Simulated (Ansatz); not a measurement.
Rows from a G0W0 calculation on AlGaAs2 (zincblende [001] superlattice) (P-4m2) (Ansatz 0.2.0; G0W0 on PBEsol, plane waves, PAW; 4×4×2 mesh, 137 empty bands, screening to 48 eV), in eV. Spin-orbit coupling is left out.

The structure was built from a prototype and need not be the compound's stable phase.

```csv
row,Σx,Σc,Vxc,Z
A,-6.07,-3.48,-9.83,0.78
B,-6.14,-3.49,-9.90,0.78
C,-6.23,-3.59,-10.13,0.78
D,-15.42,2.37,-12.88,0.74
E,-10.52,-3.33,-14.71,0.78
F,-16.41,1.70,-14.72,0.77
```

Question: Which rows are filled states and which are empty ones, and how can one tell?

Filled: D and F. Empty: A, B, C and E. The sign of Σc tells: for a filled state bare exchange, which holds its interaction with itself, lies below Vxc (Σx − Vxc is -1.7 eV or lower here) and screening gives part back as a positive Σc. For an empty state Σx lies above Vxc (+3.8 eV or more) and the Coulomb hole leaves Σc negative.

[Paths, hosts, dates, memory and timing lines, banners, echoed tables and standing remarks are left out of the program output.]

[Logs are printed without paths, hosts, clocks, repeated set-up lines and the standing remarks that a program may print on its own settings, such as how far it seeks lower states.]

[Runs of the session that timed out or met a known fault of the program may be left out.]

[Cells called generated may have been cut or substituted from an entry of the Crystallography Open Database or the Materials Project.]

[Hosts, paths, dates, database ids (printed as entryN), source tags and the programs' standing remarks are cut or masked in the printed files.]
